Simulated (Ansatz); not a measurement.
Rows from a G0W0 calculation on BaSr2Ti3O9 (perovskite [001] superlattice) (P4mm) (Ansatz 0.2.0; G0W0 on PBEsol, plane waves, PAW; PAW set soft_1; 6×6×2 mesh, 154 empty bands, screening to 52 eV, PAW set soft_1 files), in eV. Spin-orbit coupling is left out.

The structure was built from a prototype and need not be the compound's stable phase.

```tsv
row	k	band	start	Σx	Σc at the solution	Vxc
A	(-0.500, -0.500, -0.500)	v1	10.127	-25.939	5.061	-20.856
B	Γ	c2	12.079	-12.816	-5.958	-20.667
C	(-0.500, -0.500, -0.500)	c1	14.070	-14.634	-6.663	-23.186
D	Γ	v1	9.726	-25.821	4.653	-21.216
E	(-0.500, -0.500, -0.500)	v2	10.070	-25.842	5.074	-20.747
F	Γ	c1	11.983	-12.606	-5.824	-20.289
```

Question: Give the quasiparticle energies and the shift of each level.

The quasiparticle equation reads E = start + Σx + Σc(E) − Vxc.

```tsv
row	E (eV)	shift (eV)
A	10.104	−0.022
B	13.971	+1.892
C	15.959	+1.888
D	9.774	+0.049
E	10.049	−0.021
F	13.842	+1.859
```

The gap over the computed points goes from 1.86 eV to 3.74 eV.

Limits: not at the basis limit; no spin-orbit coupling.

[Paths, hosts, dates, memory and timing lines, banners, echoed tables and standing remarks are left out of the program output.]

[Logs are printed without paths, hosts, clocks, repeated set-up lines and the standing remarks that a program may print on its own settings, such as how far it seeks lower states.]

[Runs of the session that timed out or met a known fault of the program may be left out.]

[Cells called generated may have been cut or substituted from an entry of the Crystallography Open Database or the Materials Project.]

[Hosts, paths, dates, database ids (printed as entryN), source tags and the programs' standing remarks are cut or masked in the printed files.]
